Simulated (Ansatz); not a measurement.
# Decaying states in the gap of HfBeF6, part 3 of 3

A new crystal, HfBeF6: structure, gap and complex bands. It is built by putting Be for Mg, Hf for Zr in the MgZrF6 structure of space group Fm-3m, with the volume rescaled by atomic radii. The parent structure comes from the Materials Project.

Ansatz 0.2.0; r2SCAN DFT, plane waves, PAW files (the session's first sound run).

So far, gap on path (eV): step 3 (the bulk crystal and its band edges) 8.08.

The structure was built from a prototype and need not be the compound's stable phase.

## (6) Complex bands, plane (001), k-mesh 6×6×6

Level of this step: r2SCAN DFT, plane waves, PAW files; complex bands by layer matching along the plane's normal (Ansatz).

The same for the (001) plane, at (0, 0) and (-0.5, -0.5), to see how the decay depends on direction.

input.yaml

```yaml
crystal:
  lattice:
    - [5.291169816, 0.0, 0.0]
    - [0.0, 5.291169816, 0.0]
    - [2.645584908, 2.645584908, 3.741422057]
  atoms:
    - { symbol: Be, position: [0.5, 0.5, 0.0] }
    - { symbol: Hf, position: [0.0, 0.0, 0.0] }
    - { symbol: F, position: [0.2668073305, 0.7331926695, 0.0] }
    - { symbol: F, position: [0.7331926695, 0.2668073305, 0.0] }
    - { symbol: F, position: [0.2668073305, 0.2668073305, 0.0] }
    - { symbol: F, position: [0.7331926695, 0.7331926695, 0.0] }
    - { symbol: F, position: [0.7331926695, 0.7331926695, 0.533614661] }
    - { symbol: F, position: [0.2668073305, 0.2668073305, 0.466385339] }
kpoints:
  mp_grid: { grid: [6, 6, 6] }
scf:
  occupations: { method: fixed }
hamiltonian:
  xc: r2scan
output:
  eigenvalues: true
  transmission:
    leads: [[0, 0]]
    kpoints: [[0.0, 0.0], [-0.5, -0.5]]
    e_range: [-1.0, 9.08]
    de: 0.25
```

Started as:

```bash
$ ansatz run input.yaml --threads 2 --pin off --max-ram 4096MiB --backend cpu --events-out ev --progress --plain --runs-dir out
```

Numbers of over 12 decimals in the logs are rounded to 6 here.

The log of the run:

```text
[...]
Crystal: 8 atoms, lattice volume = 104.747 Å³
Basis set: ecut = 500 eV, 2685 PW (Γ), exchange–correlation on 160×160×160 points (64 copies of the dense FFT grid, shifted against one another)
Bands: 43, of which v1, the nominal top of the filled ones, is band 35 counted from 1 (34 counted from 0)
Symmetry: 48 space group operations
[...]
k-points: 16 of 216
[...]
SCF iter   1: F=—  HF=-20697.260243 eV  |F-HF|=—  |Δ(HF+E_count)|=         —  Δρ=1.06e-2  dr2=1.05e-1  dr2_τ=3.13e-1  ethr=1.77e-3  ⟨swp⟩=4.0  Hψ=2282  notcnv=0  defer=72
[...]
SCF iter   7: F=-20697.397289 eV  HF=-20697.397289 eV  |F-HF|=3.07e-7  |Δ(HF+E_count)|=   4.25e-7  Δρ=9.10e-6  dr2=7.96e-8  dr2_τ=6.29e-9  ethr=1.43e-10  ⟨swp⟩=8.5  Hψ=3169  notcnv=0
SCF 1 converged in 7 iterations: F = -20697.397289 eV  dr2 = 7.96e-8
[...]
transmission: 6 of 12 steps passed
transmission: 12 of 12 steps passed
SCF converged after 7 iterations
Free energy (F): -20697.397289 eV
[...]
Internal energy: -20697.397289 eV  (E = F + TS)
E sigma→0 (E₀):  -20697.397289 eV
Fermi energy:    1.529532 eV
[...]
--- Band table (eV; the first three rows and the last of 16) ---
  k-point 0: bands = [... 31 lower, 0.8619, 1.5295, 1.5295, 1.5295, 9.6249, 9.6249, 9.6249, 10.0402, ... 4 higher]
  k-point 1: bands = [... 31 lower, 0.8243, 1.3793, 1.3793, 1.5277, 9.6200, 9.7112, 9.7112, 10.4992, ... 4 higher]
  k-point 2: bands = [... 31 lower, 0.7946, 0.9420, 0.9420, 1.5240, 9.6139, 9.8883, 9.8883, 11.6252, ... 4 higher]
  k-point 15: bands = [... 31 lower, 0.6857, 0.7603, 1.1849, 1.1989, 9.7668, 9.8015, 9.9398, 13.0347, ... 4 higher]
--- Transmission ---
  basis      : 293 plane waves across, 6 finite elements along
  points     : 2, as listed
[...]
crystal 0  : Be1Hf1F6, at the sites [0, 0], period 3.7414 Å: whole cells are its period
[...]
channels       : 0.000000e0 a spin
[...]
slowest decay  : 0.6691 /Å at (0.0000, 0.0000)
```

Elapsed: 31 s, on 2 threads of Intel Xeon Platinum 8488C (Sapphire Rapids), shared host; peak memory 1.2 GiB; 60 s of CPU time.

Numbers from this step:

- free energy: -20697.3973 eV
- decay constant at the filling level, zone centre: 0.6691 Å⁻¹
- decay constant at the filling level, slowest listed point: 0.6691 Å⁻¹

K parallel (0, 0); values up to 1.5 1/Å, a degenerate pair printed once or twice; energies at which all values exceed this have no row. Table of Im kz of the slowest decaying states by energy, zero at the highest filled level on the SCF mesh:

| energy (eV) | decay 1 (Å⁻¹) | decay 2 (Å⁻¹) | decay 3 (Å⁻¹) | decay 4 (Å⁻¹) |
| --- | --- | --- | --- | --- |
| -1.00 | 0.181 | 0.460 | 1.12 | 1.20 |
| -0.25 | 0.337 | 0.396 | 0.538 | 0.691 |
| 0.00 | 0.0215 | 0.162 | 0.417 | 0.460 |
| 0.50 | 0.523 | 0.529 | 0.580 | 0.873 |
| 1.25 | 0.611 | 0.614 | 0.721 | 0.961 |
| 1.75 | 0.628 | 0.649 | 0.834 | 0.999 |
| 2.50 | 0.649 | 0.676 | 0.876 | 0.972 |
| 3.25 | 0.663 | 0.681 | 0.882 | 1.01 |
| 4.00 | 0.669 | 0.672 | 0.887 | 1.04 |
| 4.75 | 0.642 | 0.676 | 0.883 | 1.06 |
| 5.50 | 0.600 | 0.676 | 0.863 | 1.07 |
| 6.25 | 0.541 | 0.669 | 0.817 | 1.07 |
| 6.75 | 0.490 | 0.662 | 0.760 | 1.06 |
| 7.50 | 0.385 | 0.587 | 0.646 | 0.994 |
| 8.25 | 0.203 | 0.623 | 0.648 | 0.912 |
| 9.00 | 0.532 | 0.591 | 0.747 | 0.995 |

K parallel (-0.5, -0.5); values up to 1.5 1/Å, a degenerate pair printed once or twice; energies at which all values exceed this have no row. The Im kz of the slowest decaying states by energy, zero at the highest filled level on the SCF mesh:

```
energy (eV)  decay 1 (Å⁻¹)  decay 2 (Å⁻¹)  decay 3 (Å⁻¹)  decay 4 (Å⁻¹)
      -1.00         0.0527          0.585          0.855           1.07
      -0.50          0.274          0.275          0.671           1.14
       0.00         0.0682          0.458          0.512          0.672
       0.50          0.539          0.655          0.661           1.16
       1.00          0.660          0.680          0.746           1.10
       1.50          0.666          0.805          0.806           1.01
       2.00          0.674          0.845          0.875          0.927
       2.50          0.683          0.871          0.871          0.971
       3.00          0.692          0.880          0.888          0.999
       3.50          0.699          0.887          0.898           1.02
       4.00          0.706          0.890          0.902           1.03
       4.50          0.711          0.888          0.901           1.05
       5.00          0.715          0.879          0.895           1.06
       5.50          0.718          0.862          0.885           1.07
       6.00          0.721          0.833          0.870           1.08
       6.50          0.723          0.785          0.850           1.10
       7.00          0.708          0.725          0.825           1.13
       7.50          0.575          0.728          0.793           1.18
       8.00          0.249          0.733          0.754           1.13
       8.50          0.189          0.705          0.742          0.791
       9.00          0.522          0.644          0.756          0.881
```

At the listed wavevectors the last open channel is at -0.25 eV and the next at +8.25 eV on the grid, wider than the gap, since narrow bands can fall between grid energies. At +4.00 eV, the grid energy nearest the filling level (the middle of the gap on the SCF mesh), the slowest state at the listed wavevectors decays with κ = 0.669 Å⁻¹, its amplitude falling by e over 1.5 Å; the first such run, plane (110), gave 0.576 Å⁻¹.

## (7) Band edges at another level, cutoff 420 eV

This step: LDA DFT, plane waves, PAW files (Ansatz 0.2.0).

The edges again with LDA, at the same atoms. Against that run the cutoff is 420 eV against 500.

input.yaml

```yaml
crystal:
  lattice:
    - [0.0, 3.7414220571, 3.7414220571]
    - [3.7414220571, 0.0, 3.7414220571]
    - [3.7414220571, 3.7414220571, 0.0]
  atoms:
    - { symbol: Be, position: [0.5, 0.5, 0.5] }
    - { symbol: Hf, position: [0.0, 0.0, 0.0] }
    - { symbol: F, position: [0.7331926695, 0.2668073305, 0.2668073305] }
    - { symbol: F, position: [0.2668073305, 0.7331926695, 0.7331926695] }
    - { symbol: F, position: [0.2668073305, 0.7331926695, 0.2668073305] }
    - { symbol: F, position: [0.7331926695, 0.2668073305, 0.7331926695] }
    - { symbol: F, position: [0.2668073305, 0.2668073305, 0.7331926695] }
    - { symbol: F, position: [0.7331926695, 0.7331926695, 0.2668073305] }
kpoints:
  mp_grid: { grid: [6, 6, 6] }
  band_path: { path: [VBM, CBM], npoints: 30 }
scf:
  occupations: { method: fixed }
hamiltonian:
  xc: lda
output:
  eigenvalues: true
```

The log of the run:

```text
[...]
Crystal: 8 atoms, lattice volume = 104.747 Å³
Basis set: ecut = 420 eV, 2085 PW (Γ)
Bands: 43, of which v1, the nominal top of the filled ones, is band 35 counted from 1 (34 counted from 0)
Symmetry: 48 space group operations
[...]
k-points: 16 of 216
[...]
SCF iter   1: F=—  HF=-20338.829699 eV  |F-HF|=—  |Δ(HF+E_count)|=         —  Δρ=1.93e-2  dr2=2.90e-1  ethr=1.77e-3  ⟨swp⟩=4.0  Hψ=2267  notcnv=0  defer=75
[...]
SCF iter   8: F=-20338.749411 eV  HF=-20338.749411 eV  |F-HF|=1.26e-8  |Δ(HF+E_count)|=   2.80e-7  Δρ=2.94e-6  dr2=1.29e-8  ethr=1.43e-10  ⟨swp⟩=9.8  Hψ=2524  notcnv=0
SCF 1 converged in 8 iterations: F = -20338.749411 eV  dr2 = 1.29e-8
[...]
SCF converged after 8 iterations
Free energy (F): -20338.749411 eV
[...]
Internal energy: -20338.749411 eV  (E = F + TS)
E sigma→0 (E₀):  -20338.749411 eV
Fermi energy:    1.745667 eV
[...]
--- Band table (eV; the first three rows and the last of 16) ---
  k-point 0: bands = [... 31 lower, 1.0582, 1.7457, 1.7457, 1.7457, 8.9798, 8.9798, 8.9798, 9.2323, ... 4 higher]
  k-point 1: bands = [... 31 lower, 1.0586, 1.6636, 1.6636, 1.6933, 8.9923, 9.0394, 9.0394, 9.5853, ... 4 higher]
  k-point 2: bands = [... 31 lower, 1.1118, 1.4611, 1.4611, 1.5586, 9.0104, 9.1526, 9.1526, 10.4987, ... 4 higher]
  k-point 15: bands = [... 31 lower, 0.8527, 0.8645, 1.1557, 1.5933, 9.0702, 9.2675, 9.3695, 12.0720, ... 4 higher]
```

The job ended after 5.2 s (2 threads; peak memory 0.45 GiB).

This step gave:

```yaml
free_energy: -20338.7494 eV
fermi_energy: 1.746 eV
gap_on_the_k_mesh: 7.228 eV
gap_on_path: 7.228 eV, by band count; negative where bands overlap
direct_gap_on_path: 7.233 eV
edge_places_on_path: 0, 0.6163 1/A along the path
```

The electronic bands at the labelled points (eV, zero at the Fermi level (highest filled level under fixed occupations); v1 is the highest filled band, c1 the lowest empty one):

```csv
point,v4,v3,v2,v1,c1,c2,c3,c4
VBM,-0.69,-0.01,-0.01,0.00,7.23,7.24,7.24,7.52
halfway,-0.72,-0.18,-0.18,0.00,7.23,7.35,7.35,8.04
CBM,-0.80,-0.67,-0.67,-0.01,7.23,7.56,7.56,9.30
```

The searched edges give 7.23 eV, as on the mesh.

Between step 3 and this run (LDA and cutoff 420 eV) the value for the gap on path moves from 8.08 eV to 7.23 eV.

## (8) Complex bands at another level, cutoff 420 eV

This step: LDA DFT, plane waves, PAW files; complex bands by layer matching along the plane's normal (Ansatz 0.2.0).

The complex bands at that level, over its own gap, at (0, 0) and (0, -0.2708).

input.yaml

```yaml
crystal:
  lattice:
    - [5.291169816, 0.0, 0.0]
    - [0.0, 7.482844114, 0.0]
    - [2.645584908, 3.741422057, 2.645584908]
  atoms:
    - { symbol: Be, position: [0.0, 0.5, 0.0] }
    - { symbol: Hf, position: [0.0, 0.0, 0.0] }
    - { symbol: F, position: [0.466385339, 0.7331926695, 0.533614661] }
    - { symbol: F, position: [0.533614661, 0.2668073305, 0.466385339] }
    - { symbol: F, position: [0.0, 0.7331926695, 0.533614661] }
    - { symbol: F, position: [0.0, 0.2668073305, 0.466385339] }
    - { symbol: F, position: [0.0, 0.2668073305, 0.0] }
    - { symbol: F, position: [0.0, 0.7331926695, 0.0] }
kpoints:
  mp_grid: { grid: [8, 8, 8] }
scf:
  occupations: { method: fixed }
hamiltonian:
  xc: lda
output:
  eigenvalues: true
  transmission:
    leads: [[0, 0]]
    kpoints: [[0.0, 0.0], [0.0, -0.2708]]
    e_range: [-1.0, 8.23]
    de: 0.18
```

The log of the run:

```text
[...]
Crystal: 8 atoms, lattice volume = 104.747 Å³
Basis set: ecut = 420 eV, 2085 PW (Γ)
Bands: 43, of which v1, the nominal top of the filled ones, is band 35 counted from 1 (34 counted from 0)
Symmetry: 48 space group operations
[...]
k-points: 29 of 512
[...]
SCF iter   1: F=—  HF=-20338.829438 eV  |F-HF|=—  |Δ(HF+E_count)|=         —  Δρ=1.93e-2  dr2=2.90e-1  ethr=1.77e-3  ⟨swp⟩=4.0  Hψ=4109  notcnv=0  defer=137
[...]
SCF iter   8: F=-20338.749146 eV  HF=-20338.749146 eV  |F-HF|=1.25e-8  |Δ(HF+E_count)|=   2.79e-7  Δρ=3.02e-6  dr2=1.36e-8  ethr=1.43e-10  ⟨swp⟩=9.8  Hψ=4637  notcnv=0
SCF 1 converged in 8 iterations: F = -20338.749146 eV  dr2 = 1.36e-8
[...]
transmission: 4 of 8 steps passed
transmission: 8 of 8 steps passed
SCF converged after 8 iterations
Free energy (F): -20338.749146 eV
[...]
Internal energy: -20338.749146 eV  (E = F + TS)
E sigma→0 (E₀):  -20338.749146 eV
Fermi energy:    1.745651 eV
[...]
--- Band table (eV; the first three rows and the last of 29) ---
  k-point 0: bands = [... 31 lower, 1.0582, 1.7457, 1.7457, 1.7457, 8.9798, 8.9798, 8.9798, 9.2323, ... 4 higher]
  k-point 1: bands = [... 31 lower, 1.0635, 1.5915, 1.6371, 1.6820, 9.0050, 9.0622, 9.0656, 9.7508, ... 4 higher]
  k-point 2: bands = [... 31 lower, 1.1256, 1.3155, 1.3818, 1.4698, 9.1133, 9.1428, 9.2248, 11.0419, ... 4 higher]
  k-point 28: bands = [... 31 lower, 0.6930, 0.7109, 1.4076, 1.4076, 9.1678, 9.1678, 9.3694, 12.3408, ... 4 higher]
--- Transmission ---
  basis      : 349 plane waves across, 4 finite elements along
  points     : 2, as listed
[...]
crystal 0  : Be1Hf1F6, at the sites [0, 0], period 2.6456 Å: whole cells are its period
[...]
channels       : 0.000000e0 a spin
[...]
slowest decay  : 0.5390 /Å at (0.0000, 0.0000)
```

Wall time 65 s (2 threads); peak memory 1.3 GiB.

This step gave:

```yaml
free_energy: -20338.7491 eV
level_to_which_the_leads_are_filled: 3.614 eV from the Fermi level
decay_constant_at_the_filling_level_zone_centre: 0.5390 Å⁻¹
decay_constant_at_the_filling_level_slowest_listed_point: 0.539 Å⁻¹
```

K parallel (0, 0); values up to 1.5 1/Å, a degenerate pair printed once or twice; energies at which all values exceed this have no row. Table of Im kz of the slowest decaying states by energy, zero at the highest filled level on the SCF mesh:

```csv
energy (eV),decay 1 (Å⁻¹),decay 2 (Å⁻¹),decay 3 (Å⁻¹),decay 4 (Å⁻¹)
-1.00,0.0266,0.345,0.460,0.652
-0.46,0.139,0.200,0.205,0.422
-0.10,0.302,0.309,0.545,0.573
0.08,0.202,0.216,0.256,0.337
0.44,0.391,0.402,0.448,0.455
0.80,0.432,0.445,0.577,0.579
1.34,0.476,0.493,0.661,0.701
1.70,0.498,0.517,0.675,0.758
2.24,0.521,0.544,0.692,0.823
2.60,0.531,0.557,0.700,0.857
3.14,0.539,0.570,0.710,0.877
3.68,0.539,0.577,0.715,0.856
4.04,0.534,0.578,0.716,0.836
4.58,0.520,0.573,0.715,0.799
4.94,0.505,0.566,0.712,0.770
5.48,0.473,0.548,0.704,0.715
5.84,0.443,0.528,0.671,0.697
6.38,0.380,0.481,0.582,0.674
6.74,0.321,0.422,0.492,0.564
7.28,0.184,0.509,0.648,0.880
7.64,0.120,0.227,0.419,0.630
8.18,0.543,0.598,0.600,0.639
```

K parallel (0, -0.2708); values up to 1.5 1/Å, a degenerate pair printed once or twice; energies at which all values exceed this have no row. Table of Im kz of the slowest decaying states by energy, zero at the highest filled level on the SCF mesh:

| energy (eV) | decay 1 (Å⁻¹) | decay 2 (Å⁻¹) | decay 3 (Å⁻¹) | decay 4 (Å⁻¹) |
| --- | --- | --- | --- | --- |
| -1.00 | 0.0698 | 0.155 | 0.390 | 0.422 |
| -0.46 | 0.128 | 0.204 | 0.220 | 0.377 |
| -0.10 | 0.0351 | 0.0405 | 0.311 | 0.320 |
| 0.08 | 0.208 | 0.215 | 0.342 | 0.347 |
| 0.44 | 0.401 | 0.404 | 0.45 | 0.454 |
| 0.80 | 0.442 | 0.447 | 0.577 | 0.579 |
| 1.34 | 0.486 | 0.494 | 0.656 | 0.701 |
| 1.70 | 0.508 | 0.517 | 0.671 | 0.758 |
| 2.24 | 0.532 | 0.544 | 0.689 | 0.824 |
| 2.60 | 0.543 | 0.557 | 0.698 | 0.858 |
| 3.14 | 0.552 | 0.570 | 0.707 | 0.898 |
| 3.68 | 0.554 | 0.576 | 0.712 | 0.929 |
| 4.04 | 0.551 | 0.576 | 0.714 | 0.913 |
| 4.58 | 0.540 | 0.571 | 0.712 | 0.866 |
| 4.94 | 0.528 | 0.563 | 0.709 | 0.830 |
| 5.48 | 0.501 | 0.544 | 0.701 | 0.769 |
| 5.84 | 0.476 | 0.525 | 0.693 | 0.721 |
| 6.38 | 0.423 | 0.478 | 0.629 | 0.677 |
| 6.74 | 0.370 | 0.420 | 0.544 | 0.643 |
| 7.28 | 0.146 | 0.153 | 0.424 | 0.637 |
| 7.64 | 0.160 | 0.281 | 0.399 | 0.516 |
| 8.18 | 0.470 | 0.575 | 0.607 | 0.611 |

At the listed wavevectors the last open channel is at -0.10 eV and the next at +7.28 eV on the grid. At +3.68 eV, the grid energy nearest the filling level (the middle of the gap on the SCF mesh), the slowest state at the listed wavevectors decays with κ = 0.539 Å⁻¹, its amplitude falling by e over 1.9 Å; the first such run, plane (110), gave 0.576 Å⁻¹.

## (9) Outcome

| Item | Value |
| --- | --- |
| band gap | 8.08 eV |
| least decay constant at mid-gap, normal to (110) | 0.576 Å⁻¹ |
| least decay constant at mid-gap, normal to (001) | 0.669 Å⁻¹ |
| least decay constant on a mesh, normal to (110) | 0.576 Å⁻¹ |
| least decay constant, LDA | 0.539 Å⁻¹ |

**Reading.** With r2SCAN, the slowest decay at the wavevectors tried is κ = 0.576 Å⁻¹, normal to (110). Through such a film the transmission near mid-gap falls as exp(−2κd), a factor of ten every 2.0 Å. The decay depends on direction: 1.2 times faster normal to (001). A free electron under a barrier of half the gap would need a mass of 0.31 mₑ to decay at this rate. With LDA the gap goes from 8.08 to 7.23 eV and the decay constant, over the first 2 listed wavevectors (which shift with the band edges), from 0.576 to 0.539 Å⁻¹. The compound is made up by substitution; its stability against other phases and against distortions of the cell's symmetry was not tested. r2SCAN still narrows gaps, if less than LDA and GGA do, so real decay constants are likely larger.

[Logs are printed without paths, hosts, clocks, repeated set-up lines and the standing remarks that a program may print on its own settings, such as how far it seeks lower states.]

[Hosts, paths, dates, database ids (printed as entryN), source tags and the programs' standing remarks are cut or masked in the printed files.]
